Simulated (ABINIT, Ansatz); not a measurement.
**InF3 (R-3c): one start, several treatments of the self-energy**

How much does the gap of InF3 (R-3c) depend on the approximation to the self-energy?

Program: ABINIT 10.8.3. Level of theory: LDA and many-body steps on it, plane waves. Results are calculated unless marked as measured.

Most raw output is cut from this account.

## 1. Set-up

Symmetry: R-3c, No. 167, trigonal system. The conventional cell has a = 5.204 Å, b = 5.204 Å, c = 14.723 Å, α = 90.00°, β = 90.00°, γ = 120.00°. Nearest to In lie 6 F at 2.08 Å. Nearest to F lie 2 In at 2.08 Å. Farther neighbours and most contacts between anions are not listed.

The cell and positions are those that the Materials Project relaxed with its own functionals (PBE, PBE+U or r2SCAN), kept fixed.

## 2. Empty states on the mesh, 2×2×2 mesh, 243 bands

This step: ABINIT 10.8.3; DFT, LDA, plane waves, norm-conserving pseudopotentials.

The sums over transitions need many empty states on a uniform mesh; this step solves for them.

Input file run.abi:

```
acell 3*1.0 Angstrom
rprim 
  2.602141182914 1.502346912402 4.907506134507
  -2.602141182914 1.502346912402 4.907506134507
  0.000000000000 -3.004693824873 4.907506134486
ntypat 2
znucl 49 9
natom 8
typat 1 1 2 2 2 2 2 2
xred 
  0.500000000000 0.500000000000 0.500000000000
  -0.000000000000 0.000000000000 0.000000000000
  0.395709220000 0.750000000000 0.104290780000
  0.750000000000 0.104290780000 0.395709220000
  0.895709220000 0.604290780000 0.250000000000
  0.250000000000 0.895709220000 0.604290780000
  0.604290780000 0.250000000000 0.895709220000
  0.104290780000 0.395709220000 0.750000000000
pp_dirpath "pseudos"
pseudos "In.upf, F.upf"
ecut 36
ngkpt 2 2 2
nshiftk 1
shiftk 0 0 0
kptopt 1
chksymbreak 0
iscf -2
irdden 1
istwfk *1
nband 243
nbdbuf 22
tolwfr 1e-09
nstep 60
prtvol 0
indata_prefix "in"
outdata_prefix "out"
tmpdata_prefix "tmp"
```

The run is started by

```console
OMP_NUM_THREADS=1 mpirun -n 4 abinit run.abi > log
```

Run time: 3 min. Hardware: 4 MPI ranks of Arm Neoverse N1, shared host; peak memory 0.55 GiB; 12 min of CPU time.

Numbers from this step:

| Property | Result |
| --- | --- |
| gap | 3.997 eV |
| k of the valence top | 0.5, 0.5, 0 |
| k of the conduction bottom | 0, 0, 0 |
| least direct gap | 4.029 eV |
| k points computed | 4 |
| lowest point of the top converged band, above the valence top | 78.8983 eV |

On this mesh the gap is 3.997 eV.

The density comes from a self-consistent run that is not shown.

## 3. Screening, 2×2×2 mesh, 110 bands, screening to 114.3 eV

The RPA dielectric matrix is built and inverted for each q.

This step: RPA screening on LDA, plane waves, norm-conserving pseudopotentials.

Changes to run.abi since step 2:

```diff
@@ -26,10 +26,11 @@
 chksymbreak 0
-iscf -2
-irdden 1
 istwfk *1
-nband 243
-nbdbuf 22
-tolwfr 1e-09
-nstep 60
-prtvol 0
+occopt 1
+irdwfk 1
+optdriver 3
+nband 110
+ecuteps 4.2
+inclvkb 2
+awtr 1
+symchi 1
 indata_prefix "in"
```

The job ended after 60 s (4 MPI ranks; peak memory 1.5 GiB; 4 min of CPU time).

Numbers from this step:

* ε∞ with local fields, on this mesh, along the program's q direction: 2.448
* the same without local fields: 2.571
* plasma frequency: 28.54 eV
* plane waves in the screening matrix: 327

Local fields lower ε∞ by 5 %. On a Γ-centred mesh this coarse the value itself is usually too large, while a short band sum pulls it down.

## 4. G0W0, Godby-Needs plasmon pole

The self-energy is evaluated for the states that the input lists, and the levels follow from it, in one-shot runs by the linearised quasiparticle equation.

This step: G0W0 on LDA, plane waves, norm-conserving pseudopotentials.

Changes to run.abi since step 3:

```diff
@@ -29,8 +29,17 @@
 irdwfk 1
-optdriver 3
+optdriver 4
 nband 110
+gwcalctyp 0
+ecutsigx 36
+symsigma 1
+nkptgw 2
+kptgw 
+  0.5000000000 0.5000000000 0.0000000000
+  0.0000000000 0.0000000000 0.0000000000
+bdgw 
+  33 36
+  33 36
 ecuteps 4.2
-inclvkb 2
-awtr 1
-symchi 1
+irdscr 1
+ppmodel 1
 indata_prefix "in"
```

Wall time 17 s (4 MPI ranks); peak memory 1.1 GiB; 66 s of CPU time.

Numbers from this step:

```yaml
g0w0_gap_on_the_points_computed: 6.847 eV
starting_gap_on_the_mesh: 3.997 eV
k_of_the_valence_top: 0.5, 0.5, 0
k_of_the_conduction_bottom: 0, 0, 0
z_at_the_valence_top: 0.808
z_at_the_conduction_bottom: 0.869
least_direct_g0w0_gap_on_the_computed_points: 7.222 eV
```

The gap on the mesh goes from 4.00 eV to 6.85 eV, a correction of +2.85 eV.

## 5. G0W0, von der Linden-Horsch plasmon pole

Changes to run.abi since step 4:

```diff
@@ -43,3 +43,3 @@
 irdscr 1
-ppmodel 1
+ppmodel 3
 indata_prefix "in"
```

Wall time 10 s (4 MPI ranks); peak memory 1.1 GiB.

This step gave:

* G0W0 gap on the points computed: 6.899 eV
* starting gap on the mesh: 3.997 eV
* k of the valence top: 0.5, 0.5, 0
* k of the conduction bottom: 0, 0, 0
* Z at the valence top: 0.888
* Z at the conduction bottom: 0.921
* least direct G0W0 gap on the computed points: 7.360 eV

Against G0W0 in ABINIT (2×2×2 mesh, 110 bands, screening to 114.3 eV, Godby-Needs plasmon pole), the gap moves by +0.052 eV.

## 6. G0W0, Hybertsen-Louie plasmon pole

Changes to run.abi since step 5:

```diff
@@ -43,3 +43,3 @@
 irdscr 1
-ppmodel 3
+ppmodel 2
 indata_prefix "in"
```

Elapsed: 16 s, on 4 MPI ranks; peak memory 1.1 GiB; 64 s of CPU time.

This step gave:

| Quantity | Value |
| --- | --- |
| G0W0 gap on the points computed | 7.281 eV |
| starting gap on the mesh | 3.997 eV |
| k of the valence top | 0.5, 0.5, 0 |
| k of the conduction bottom | 0, 0, 0 |
| least direct G0W0 gap on the computed points | 7.863 eV |

Against G0W0 in ABINIT (2×2×2 mesh, 110 bands, screening to 114.3 eV, Godby-Needs plasmon pole), the gap moves by +0.434 eV.

## 7. One-shot COHSEX

This step: one-shot COHSEX on LDA, plane waves, norm-conserving pseudopotentials.

Changes to run.abi since step 6:

```diff
@@ -31,3 +31,3 @@
 nband 110
-gwcalctyp 0
+gwcalctyp 7
 ecutsigx 36
@@ -43,3 +43,2 @@
 irdscr 1
-ppmodel 2
 indata_prefix "in"
```

Run time: 6.4 s. Hardware: 4 MPI ranks; peak memory 0.97 GiB.

This step gave:

- quasiparticle gap on the points computed: 7.806 eV
- starting gap on the mesh: 3.997 eV
- k of the valence top: 0.5, 0.5, 0
- k of the conduction bottom: 0, 0, 0
- least direct quasiparticle gap on the computed points: 8.228 eV

Against G0W0 in ABINIT (2×2×2 mesh, 110 bands, screening to 114.3 eV, Godby-Needs plasmon pole), the gap moves by +0.959 eV.

## 8. One-shot Hartree-Fock

This step: one-shot Hartree-Fock on LDA, plane waves, norm-conserving pseudopotentials.

Changes to run.abi since step 7:

```diff
@@ -30,4 +30,4 @@
 optdriver 4
-nband 110
-gwcalctyp 7
+nband 38
+gwcalctyp 5
 ecutsigx 36
@@ -41,4 +41,4 @@
   33 36
-ecuteps 4.2
-irdscr 1
+ixc_sigma 40
+fftgw 31
 indata_prefix "in"
```

Wall time 6.6 s (4 MPI ranks); peak memory 1.1 GiB; 26 s of CPU time.

This step gave:

- quasiparticle gap on the points computed: 14.72 eV
- starting gap on the mesh: 3.997 eV
- k of the valence top: 0.5, 0.5, 0
- k of the conduction bottom: 0, 0, 0
- least direct quasiparticle gap on the computed points: 15.73 eV

Against G0W0 in ABINIT (2×2×2 mesh, 110 bands, screening to 114.3 eV, Godby-Needs plasmon pole), the gap moves by +7.874 eV.

## 9. Screening, 2×2×2 mesh, 110 bands, screening to 114.3 eV

This step: RPA screening on LDA, plane waves, norm-conserving pseudopotentials.

Changes to run.abi since step 8:

```diff
@@ -29,16 +29,14 @@
 irdwfk 1
-optdriver 4
-nband 38
-gwcalctyp 5
-ecutsigx 36
-symsigma 1
-nkptgw 2
-kptgw 
-  0.5000000000 0.5000000000 0.0000000000
-  0.0000000000 0.0000000000 0.0000000000
-bdgw 
-  33 36
-  33 36
-ixc_sigma 40
-fftgw 31
+optdriver 3
+nband 110
+ecuteps 4.2
+inclvkb 2
+awtr 1
+symchi 1
+gwcalctyp 2
+nfreqre 16
+freqremax 40 eV
+nfreqim 8
+spmeth 1
+nomegasf 120
 indata_prefix "in"
```

It took 72 s on 4 MPI ranks; peak memory 2.2 GiB.

Numbers from this step:

```
ε∞ with local fields, on this mesh, along the program's q direction : 2.45
the same without local fields                                       : 2.573
plasma frequency                                                    : 28.54 eV
plane waves in the screening matrix                                 : 327
```

## 10. G0W0, contour deformation

This step: G0W0 on LDA, plane waves, norm-conserving pseudopotentials.

Changes to run.abi since step 9:

```diff
@@ -29,14 +29,16 @@
 irdwfk 1
-optdriver 3
+optdriver 4
 nband 110
+gwcalctyp 2
+ecutsigx 36
+symsigma 1
+nkptgw 2
+kptgw 
+  0.5000000000 0.5000000000 0.0000000000
+  0.0000000000 0.0000000000 0.0000000000
+bdgw 
+  33 36
+  33 36
 ecuteps 4.2
-inclvkb 2
-awtr 1
-symchi 1
-gwcalctyp 2
-nfreqre 16
-freqremax 40 eV
-nfreqim 8
-spmeth 1
-nomegasf 120
+irdscr 1
 indata_prefix "in"
```

The job ended after 12 s (4 MPI ranks; peak memory 1.4 GiB).

Numbers from this step:

```
G0W0 gap on the points computed              : 6.792 eV
starting gap on the mesh                     : 3.997 eV
k of the valence top                         : 0.5, 0.5, 0
k of the conduction bottom                   : 0, 0, 0
least direct G0W0 gap on the computed points : 7.137 eV
```

Against G0W0 in ABINIT (2×2×2 mesh, 110 bands, screening to 114.3 eV, Godby-Needs plasmon pole), the gap moves by −0.055 eV.

## 11. The runs together

Times are wall times on 4 MPI ranks of Arm Neoverse N1, shared host, good to a factor of about two. A run's time includes the screening step that it read.

```
                                     run   mesh  bands  screening cutoff (eV)  DFT gap (eV)  gap on the mesh (eV)  direct (eV)  ε∞ used   time
          G0W0, Godby-Needs plasmon pole  2×2×2    110                  114.3         3.997                 6.847        7.222     2.45   77 s
G0W0, von der Linden-Horsch plasmon pole  2×2×2    110                  114.3         3.997                 6.899        7.360     2.45   71 s
      G0W0, Hybertsen-Louie plasmon pole  2×2×2    110                  114.3         3.997                 7.281        7.863     2.45   76 s
                         one-shot COHSEX  2×2×2    110                  114.3         3.997                 7.806        8.228     2.45   67 s
                   one-shot Hartree-Fock  2×2×2      -                      -         3.997                14.721       15.734        -  6.6 s
               G0W0, contour deformation  2×2×2    110                  114.3         3.997                 6.792        7.137     2.45   85 s
```

## 12. Results

```yaml
g0w0_godby_needs_plasmon_pole: 6.847 eV
g0w0_von_der_linden_horsch_plasmon_pole: 6.899 eV
g0w0_hybertsen_louie_plasmon_pole: 7.281 eV
one_shot_cohsex: 7.806 eV
one_shot_hartree_fock: 14.721 eV
g0w0_contour_deformation: 6.792 eV
known_limits: not at the basis limit; exchange with frozen shells missing; no spin-orbit coupling; coarse k mesh
```

In words: G0W0, von der Linden-Horsch plasmon pole: +0.052 eV against G0W0, Godby-Needs plasmon pole. G0W0, Hybertsen-Louie plasmon pole: +0.434 eV against G0W0, Godby-Needs plasmon pole. One-shot COHSEX: +0.959 eV against G0W0, Godby-Needs plasmon pole. One-shot Hartree-Fock: +7.874 eV against G0W0, Godby-Needs plasmon pole. G0W0, contour deformation: −0.055 eV against G0W0, Godby-Needs plasmon pole. Bare exchange alone opens the gap to 14.72 eV; against G0W0, correlation takes back 7.87 eV. Static COHSEX lies above G0W0: it lacks the factor Z and overstates the Coulomb hole of the filled states. Bands and cutoff are finite, so the gap is not at the basis limit. The miss can reach some tenths of an eV and take either sign; the mesh is an error of its own. In the G0W0 runs levels were corrected at 2 k points alone, so a gap called «on the mesh» is the least over those, and an edge elsewhere would be missed. The 2×2×2 mesh is coarse for this cell, which bears on the long-range parts of exchange and screening. The norm-conserving file of at least one element keeps a d shell over frozen s and p shells of the same row. Exchange with those shells is missing from the self-energy, an error of 0.3 to 0.9 eV in cases checked, whose sign depends on which edge lies on those atoms. The many-body steps are scalar-relativistic: spin-orbit coupling is not in them.

[Paths, hosts, dates, memory and timing lines, banners, echoed tables and standing remarks are left out of the program output.]

[Logs are printed without paths, hosts, clocks, repeated set-up lines and the standing remarks that a program may print on its own settings, such as how far it seeks lower states.]

[Runs of the session that timed out or met a known fault of the program may be left out.]

[Hosts, paths, dates, database ids (printed as entryN), source tags and the programs' standing remarks are cut or masked in the printed files.]

[G0W0 gaps are taken among the corrected bands and points alone; a level outside them can change the order at an edge.]

[Where Ansatz stands beside ABINIT at settings called matched, ABINIT's density can come from a denser mesh and the files from another edition; pairs whose starting gaps differed by over 0.03 eV were left out, so agreement reads better than it is.]
